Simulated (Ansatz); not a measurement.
# How BAs absorbs and reflects light

Wanted: where BAs starts to absorb, how strongly, and its refractive index.

Program: Ansatz 0.2.0. Level of theory: DFT, PBE, plane-wave PAW, default files, scalar-relativistic, independent-particle optical response without local fields. Results are calculated unless marked as measured.

The experiments to compare with:

For BAs, zinc blende (single crystal grown by chemical vapor transport, 300 K), “Basic Physical Properties of Cubic Boron Arsenide” (2019, arxiv:1911.11281) gives, by UV-visible absorption: band gap (indirect optical gap from absorption edge) 1.82 eV [room-temperature optical absorption edge, not a zero-temperature fundamental gap].

This is a report of a sequence of runs, with most program output left out.

**1. Starting point**

The structure is cubic, space group F-43m (No. 216). Conventional cell: a = 4.777 Å, b = 4.777 Å, c = 4.777 Å, α = 90.00°, β = 90.00°, γ = 90.00°. Nearest to As lie 4 B at 2.07 Å. Nearest to B lie 4 As at 2.07 Å. Farther neighbours are not listed.

As a file:

```cif
data_structure
_symmetry_space_group_name_H-M 'F-43m'
_symmetry_Int_Tables_number 216
_cell_length_a 4.7770
_cell_length_b 4.7770
_cell_length_c 4.7770
_cell_angle_alpha 90.000
_cell_angle_beta 90.000
_cell_angle_gamma 90.000
_cell_volume 109.01
loop_
_atom_site_label
_atom_site_type_symbol
_atom_site_symmetry_multiplicity
_atom_site_Wyckoff_symbol
_atom_site_fract_x
_atom_site_fract_y
_atom_site_fract_z
_atom_site_occupancy
As1 As 4 c 0.25000 0.25000 0.25000 1
B1 B 4 a 0.00000 0.00000 0.00000 1
```

**2. Ground state and bands**

First the ground state: is it a metal or has it a gap?

This step: DFT, PBE, plane-wave PAW, default files, scalar-relativistic, ground state (Ansatz 0.2.0).

input.yaml

```yaml
crystal:
  lattice:
    - [0.0, 2.3885, 2.3885]
    - [2.3885, 0.0, 2.3885]
    - [2.3885, 2.3885, 0.0]
  atoms:
    - { symbol: As, position: [0.75, 0.75, 0.75] }
    - { symbol: B, position: [0.0, 0.0, 0.0] }
kpoints:
  mp_grid: { grid: [8, 8, 8] }
  band_path:
    path:
      - [[0.0, 0.0, 0.0], [0.5, 0.0, 0.5], [0.5, 0.25, 0.75], [0.375, 0.375, 0.75], [0.0, 0.0, 0.0], [0.5, 0.5, 0.5], [0.625, 0.25, 0.625], [0.5, 0.25, 0.75], [0.5, 0.5, 0.5], [0.375, 0.375, 0.75]]
      - [[0.625, 0.25, 0.625], [0.5, 0.0, 0.5]]
    npoints: 6
scf:
  occupations: { method: fermi_dirac, width: 0.05 }
  n_extra_bands: 6
hamiltonian:
  xc: pbe
  pseudopotentials: { kind: paw }
output:
  forces: true
  stress: true
  populations: true
  write_bands: true
  write_density: true
  write_potential: true
  elf: true
  volumetric_format: npy
```

Launch:

```console
$ ansatz run input.yaml --threads 4 --pin off --max-ram 8192MiB --backend cpu --events-out ev --progress --plain --runs-dir out
```

The job ended after 0.49 s (4 threads of Intel Xeon 6975P-C (Granite Rapids), shared host; peak memory 0.32 GiB; 1.4 s of CPU time).

Numbers from this step:

| Item | Value |
| --- | --- |
| free energy | -5012.0981 eV |
| Fermi energy | 11.71 eV |
| gap by band count | 1.197 eV |
| electrons | 18 |
| symmetry operations | 24 |
| pressure | 2.770 GPa |
| volume | 27.25 Å³ |
| gap on the path | 1.191 eV |
| least direct gap on the path | 3.281 eV |

There is a gap, 1.19 eV on the path, so no carriers' term is needed. The cell is left with a pressure of 2.8 GPa, as it stands unrelaxed at this level.

Electronic bands along the path, in eV, zero at the Fermi level; v1 is the highest filled band, c1 the lowest empty one:

```tsv
point	v4	v3	v2	v1	c1	c2	c3	c4
Γ	-15.98	-0.58	-0.58	-0.58	2.70	2.70	2.70	4.09
halfway	-14.64	-4.68	-3.28	-3.28	1.08	3.95	6.83	6.83
X	-11.80	-9.10	-4.66	-4.66	0.86	0.87	10.81	10.81
halfway	-11.73	-8.90	-5.39	-5.27	2.31	2.42	9.13	9.42
W	-11.64	-8.63	-6.06	-5.77	4.68	5.36	6.24	6.47
halfway	-11.76	-8.67	-6.38	-4.88	2.78	5.07	7.44	7.97
K	-11.85	-8.72	-6.52	-4.06	1.47	4.97	8.65	9.19
halfway	-14.50	-5.71	-4.36	-1.72	3.40	4.33	5.21	6.42
Γ	-15.98	-0.58	-0.58	-0.58	2.70	2.70	2.70	4.09
halfway	-14.98	-5.52	-1.73	-1.73	2.48	4.08	4.08	7.32
L	-13.12	-9.36	-2.40	-2.40	2.11	4.21	4.21	8.30
halfway	-12.68	-8.97	-4.81	-3.15	2.46	5.32	5.90	8.31
U	-11.85	-8.72	-6.52	-4.06	1.47	4.97	8.65	9.19
halfway	-11.76	-8.67	-6.38	-4.88	2.78	5.07	7.44	7.97
W	-11.64	-8.63	-6.06	-5.77	4.68	5.36	6.24	6.47
halfway	-12.54	-8.86	-5.14	-3.65	3.40	4.19	6.89	8.47
L	-13.12	-9.36	-2.40	-2.40	2.11	4.21	4.21	8.30
halfway	-12.68	-8.97	-4.81	-3.15	2.46	5.32	5.90	8.31
K	-11.85	-8.72	-6.52	-4.06	1.47	4.97	8.65	9.19
jump to U	-11.85	-8.72	-6.52	-4.06	1.47	4.97	8.65	9.19
halfway	-11.77	-8.99	-5.49	-4.50	1.02	2.22	10.13	10.23
X	-11.80	-9.10	-4.66	-4.66	0.86	0.87	10.81	10.81
```

ELF in the ac plane of a cell with a along [110], b along [-110] and c along [001] of the cube at fractional y = 0.000, with atoms of As and B within 0.2 Å of it. It is the smooth field of the valence electrons, not physical close to the nuclei.

Ten even steps from '_' (0.02) to '@' (0.87), each cell a mean:
```
..--++==----==++--..::++++--::--++++::
++++==::____::==++++++++--..__..--++++
**==::________::==**++--..______..--++
--::____________::--::..__________..::
______________________________________
______..::::..__________..::::::..____
____::==++++==::______..--++++++--..__
__..==++****++==..____--++******++--__
..==++++----++++--..::++++==--==**++::
==**##==::::==##**==++##**::..::**##++
##@@%%**----**@@@@##%%@@##==::==%%@@%%
==%%@@%%****%%@@%%==**@@@@##**##@@@@**
__++%%%%****%%%%==__::##%%##**##%%##..
```

Valence density in the ac plane of a cell with a along [110], b along [-110] and c along [001] of the cube at fractional y = 0.000, with atoms of As and B within 0.2 Å of it. It is the smooth field of the valence electrons, not physical close to the nuclei.

Ten steps, logarithmic in the rise over the least value, from '_' (0 e/Å³) to '@' (28 e/Å³), each cell a mean:
```
::::....____....::::::::..______..::::
::....________....::::..__________..::
....____________......______________..
______________________________________
______________________________________
______________________________________
______........____________......______
____..::----::..________..--==--..____
__..::++####++::______..--**%%**--..__
....::**@@@@**::......::==%%@@%%==::..
..::::++%%##++::::..::::--**%%**--::::
::::::--====--::::::::::::--==--::::::
..::::........::::..::::::......::::::
```

**3. Spectrum**

With the density converged, the vertical transitions are summed over the zone.

This step: DFT, PBE, plane-wave PAW, default files, scalar-relativistic, independent-particle optical response without local fields (Ansatz 0.2.0).

input.yaml, the sections that differ from step 2:

```yaml
kpoints:
  mp_grid: { grid: [8, 8, 8] }
scf:
  occupations: { method: fixed }
output:
  optics:
    e_range: [0, 22]
    de: 0.05
    sigma: 0.1
    nscf_kmesh: { grid: [12, 12, 12] }
    bands: { spectra_wanted_up_to: 22 }
# crystal, hamiltonian: as in step 2
```

The job ended after 3.9 s (4 threads; peak memory 0.63 GiB; 14 s of CPU time).

Numbers from this step:

* electronic dielectric constant ε∞, mean over x, y and z (by symmetry where fewer were run): 10.10
* absorption onset, first axis (α over 10⁴ cm⁻¹, or the direct gap if that lies higher): 3.281 eV
* main peak of Im epsilon, first axis: 5.589 eV
* photocurrent from vertical transitions in a film 500 nm thick on a perfect mirror (two passes), AM1.5G, no front reflection, all carriers collected: 0.8648 mA/cm²
* least direct gap on the mesh: 3.281 eV
* bands summed: 27
* spectra valid up to: 32.49 eV
* program's estimate of the k-sum error in Im epsilon: 0.19 %
* electrons in the f-sum: 8.701

The Im ε, any direction has structure finer than the step of the table below, so its rows give means over 1 eV, whole bins alone (the curve runs from 0 to 22 eV). Peaks (eV: height): 5.6: 48.4.

Table of Im ε, any direction by photon energy; means over each step:

```tsv
photon energy (eV)	Im ε, any direction
2	0
3	0.638
4	8.85
5	19.8
6	24.7
7	11.8
8	6.09
9	3.49
10	2.22
11	1.76
12	1.36
13	1.15
14	0.886
15	0.731
16	0.546
17	0.488
18	0.414
19	0.384
20	0.285
21	0.198
```

Table of Re ε, any direction by photon energy:

photon energy (eV), Re ε, any direction and a bar from the least value:
```
        0       10.1 ####################
        1       10.4 ####################
        2       11.6 ######################
        3       15.1 #########################
        4       19.9 ##############################
        5       16.4 ##########################
        6       -9.8 
        7       -7.5 ##
        8       -6.7 ###
        9       -4.8 #####
       10       -3.5 ######
       11       -2.3 ########
       12       -1.9 ########
       13       -1.5 ########
       14       -1.2 #########
       15       -0.9 #########
       16       -0.7 #########
       17       -0.5 #########
       18       -0.3 ##########
       19       -0.2 ##########
       20       -0.1 ##########
       21        0.0 ##########
       22        0.1 ##########
```

Table of refractive index n and extinction k by photon energy:

```tsv
photon energy (eV)	n	k
0	3.18	0
1	3.23	0
2	3.41	0
3	3.89	6.2e-6
4	4.57	0.948
5	4.51	1.97
6	2.45	3.97
7	1.73	3.24
8	1.07	2.79
9	0.740	2.32
10	0.572	1.95
11	0.592	1.62
12	0.455	1.46
13	0.449	1.30
14	0.381	1.15
15	0.367	1.01
16	0.298	0.884
17	0.331	0.754
18	0.316	0.639
19	0.335	0.568
20	0.283	0.477
21	0.290	0.360
22	0.374	0.169
```

Table of loss function −Im 1/ε at q → 0, any direction by energy loss; read off at these points:

```tsv
energy loss (eV)	loss function −Im 1/ε at q → 0, any direction
3.0	0
3.5	0.0102
4.0	0.0183
4.5	0.0253
5.0	0.0303
5.5	0.0195
6.0	0.0411
6.5	0.0601
7.0	0.0617
7.5	0.0637
8.0	0.0746
8.5	0.0856
9.0	0.0980
9.5	0.113
10.0	0.131
10.5	0.155
11.0	0.217
11.5	0.209
12.0	0.245
12.5	0.294
13.0	0.328
13.5	0.348
14.0	0.404
14.5	0.469
15.0	0.550
15.5	0.586
16.0	0.697
16.5	0.925
17.0	1.09
17.5	1.26
18.0	1.56
18.5	1.84
19.0	2.01
19.5	2.20
20.0	2.86
20.5	3.84
21.0	4.57
21.5	6.56
22.0	4.45
```

Values under 1 per cm are given as 1. Table of absorption coefficient, any direction by photon energy:

```tsv
photon energy (eV)	absorption coefficient, any direction (1/cm)
0.000	1
0.500	1
1.000	1
1.500	1
2.000	1
2.500	1
3.000	1.89
3.500	1.6e5
4.000	3.8e5
4.500	7.3e5
5.000	1.0e6
5.500	1.9e6
6.000	2.4e6
6.500	2.1e6
7.000	2.3e6
7.500	2.4e6
8.000	2.3e6
8.500	2.2e6
9.000	2.1e6
9.500	2.0e6
10.000	2.0e6
10.500	1.9e6
11.000	1.8e6
11.500	1.8e6
12.000	1.8e6
12.500	1.7e6
13.000	1.7e6
13.500	1.7e6
14.000	1.6e6
14.500	1.6e6
15.000	1.5e6
15.500	1.5e6
16.000	1.4e6
16.500	1.3e6
17.000	1.3e6
17.500	1.2e6
18.000	1.2e6
18.500	1.1e6
19.000	1.1e6
19.500	1.1e6
20.000	9.7e5
20.500	8.3e5
21.000	7.7e5
21.500	5.2e5
22.000	3.8e5
```

Optical constants at common wavelengths, from n + ik = √ε:

```tsv
wavelength (nm)	n	k	R (%)	1/α
633	3.40	0.000	29.7	over 1 mm
532	3.51	0.000	31.0	over 1 mm
450	3.71	0.000	33.1	over 1 mm
405	3.95	0.000	35.5	105 µm
308	4.57	0.976	42.8	25 nm
248	4.51	1.968	47.3	10 nm
193	2.21	3.270	57.9	4.7 nm
```

Rows near the edge hang on the gap, which this functional as a rule makes too small, and phonon-assisted absorption is left out.

Through 1 µm of it, D65 light comes out colourless, dimmed by reflection (x = 0.318, y = 0.335; 53 % transmitted).

The f-sum over the summed bands holds 8.7 of the cell's 18 electrons outside the frozen cores, 10 of which lie in bands more than 12 eV below the Fermi level, whose transitions come at higher energies. Up to 22 eV the strength has a mean oscillator energy of 6.4 eV, close to the main peak.

**4. Static response with local fields**

A static field by perturbation theory: the induced potential is included, and the Born charges come with it.

This step: DFT, PBE, plane-wave PAW, default files, scalar-relativistic, static field response by perturbation theory with local fields (Ansatz 0.2.0).

input.yaml, the sections that differ from step 3:

```yaml
dielectric: {}
# crystal, kpoints, scf, hamiltonian: as in step 3
# output: removed
```

It took 4.8 s on 4 threads; peak memory 0.45 GiB.

Numbers from this step:

- electronic dielectric constant ε∞, mean over x, y and z (by symmetry where fewer were run): 9.773

ε∞ with local fields:

```
9.77 0.00 0.00
0.00 9.77 0.00
0.00 0.00 9.77
```

Diagonal elements. Born, by row:

```tsv
atom	Z*xx (e)	Z*yy (e)	Z*zz (e)
As1	0.501	0.501	0.501
B2	-0.501	-0.501	-0.501
```

Mean Born charges are As +0.50 and B -0.50: their signs are opposite to the formal valences (-3 and +3). These are dynamical charges, and in nearly covalent bonds they can be small or reversed.

**5. What came out**

* gap on the path: 1.19 eV
* least direct gap on the path: 3.28 eV
* electronic dielectric constant ε∞, mean over x, y and z (by symmetry where fewer were run) (independent particles): 10.1
* absorption onset, first axis (α over 10⁴ cm⁻¹, or the direct gap if that lies higher): 3.28 eV
* main peak of Im epsilon, first axis: 5.59 eV
* photocurrent from vertical transitions in a film 500 nm thick on a perfect mirror (two passes), AM1.5G, no front reflection, all carriers collected: 0.865 mA/cm²
* electronic dielectric constant ε∞, mean over x, y and z (by symmetry where fewer were run) (static response with local fields): 9.77

**Reading.** At this level (PBE, independent particles) BAs has ε∞ = 10.1 (9.77 with local fields) and n = 3.21 at 1550 nm; absorption sets in near 3.3 eV, and Im ε peaks at 5.6 eV. The gap is indirect (1.19 eV), so absorption without phonons can begin only at the direct gap of 3.28 eV. Lines 0.1 eV wide carry a tail of absorption under the direct gap, past the threshold already at 3.20 eV. Absorption passes 10⁴ cm⁻¹ from the direct gap on, 3.28 eV, in the ultraviolet, so the visible is passed, but for phonon-assisted absorption over the indirect gap, which is left out. The f-sum over the summed bands holds 8.7 of the cell's 18 electrons outside the frozen cores, 10 of which lie in bands more than 12 eV below the Fermi level, whose transitions come at higher energies. Up to 22 eV the strength has a mean oscillator energy of 6.4 eV, close to the main peak. Through 1 µm of it, D65 light comes out colourless, dimmed by reflection (x = 0.318, y = 0.335; 53 % transmitted). With local fields and the functional's kernel the static response is 9.77 against 10.1 for independent particles (-3 %). In the base spectrum excitons and phonon-assisted transitions are missing, and so are local fields; PBE gaps are as a rule too small, which pulls the onset down and ε∞ up. In the base run ε includes the program's bounded estimate of what the bands above those summed add.

Computed beside measured:

| quantity | measured | PBE |
| --- | --- | --- |
| band gap (least gap) (eV) | 1.82 | 1.19 (-0.63 eV) |

Measured values from arxiv:1911.11281 (2019).

**Verdict.** The band gap is off by -0.63 eV: a clear miss. Local and semilocal functionals usually give gaps below the measured ones. An optical gap can lie under the band gap by the exciton's binding. Zero-point and thermal motion shift the measured gap. No cell relaxation is part of this session.

[Logs are printed without paths, hosts, clocks, repeated set-up lines and the standing remarks that a program may print on its own settings, such as how far it seeks lower states.]

[Hosts, paths, dates, database ids (printed as entryN), source tags and the programs' standing remarks are cut or masked in the printed files.]
